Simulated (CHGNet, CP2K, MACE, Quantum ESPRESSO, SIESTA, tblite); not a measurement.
# Predicting plane-wave site energies from CHGNet r2SCAN: S in place of O in amorphous HfO2 at 8.35 g/cm^3 (84 atoms)

Density of this cell: 8.35 g/cm³. The cell holds 84 atoms: 28 Hf and 56 O. Its edges and angles: a = 10.544 Å, b = 10.544 Å, c = 10.544 Å, α = 90.0°, β = 90.0°, γ = 90.0°. 84 atoms (28 Zr, 56 O) placed at random at 4.89 g/cm³, melted at 5000 K for 10 ps at fixed volume with the Morse and Coulomb pair potential with partial charges (Pedone, Malavasi, Menziani, Cormack and Segre, J. Phys. Chem. B 110, 11780 (2006)). Quenched from 5000 K to 300 K at 50 K/ps and fixed volume, held 5 ps, then minimised at fixed cell. Then Zr was replaced by Hf at the same volume (the potential has no terms for Hf, so the cell is a start for a DFT relaxation). Then the atoms were relaxed with MACE MPA-0 medium in the fixed cell.

Calculated with Quantum ESPRESSO 7.5: PBE; plane waves, SSSP efficiency, 60/480 Ry; k-points Γ. The cheaper level is CHGNet r2SCAN, trained on r2SCAN plane-wave data, no dispersion term. Each row is one cell with S in place of O, relaxed with MACE MPA-0 medium; both levels solve the same cells, and energies are counted from site O49 at each level.

```
energy from CHGNet r2SCAN (eV)  energy from plane waves (eV)  site
                         0.000                             0   O49
                         0.389                             ?     ?
                         0.521                        0.6312   O72
                         0.762                         1.073   O73
                         0.927                         1.345   O34
```

**Question.** Fit a straight line to the rows given and interpolate to the withheld row.

Worked fit:

Take u as the energy from CHGNet r2SCAN and v as that from plane waves.

```
  u (eV)    v (eV)
       0         0
0.521118  0.631243
0.761719   1.07306
0.926758   1.34500
```

With n = 4: mean u = 0.552399, mean v = 0.762328, Σ(u − ū)² = 0.49008, Σ(u − ū)(v − v̄) = 0.70838. Slope b = 0.70838 / 0.49008 = 1.4454; intercept a = v̄ − b ū = -0.036129.

At the withheld site u = 0.3890, and v = a + b u.

Prediction at 0.389: 0.5262 eV. The run gave 0.3031 eV, so the fit is high by 0.22 eV (74 % of the value).

The slope of 1.4 says that CHGNet r2SCAN compresses the spread of the sites. Taken as it stands, without the line, its value misses the withheld site by 0.086 eV. Among the rows given, the largest miss of the fit is at 0.521, by 0.086 eV (6.4 % of the range of the table).

Limits: Few sites, one cell. The geometries are those of MACE MPA-0 medium, not of DFT.

[Logs are printed without paths, hosts, clocks, repeated set-up lines and the standing remarks that a program may print on its own settings, such as how far it seeks lower states.]

[Hosts, paths, dates, database ids (printed as entryN), source tags and the programs' standing remarks are cut or masked in the printed files.]
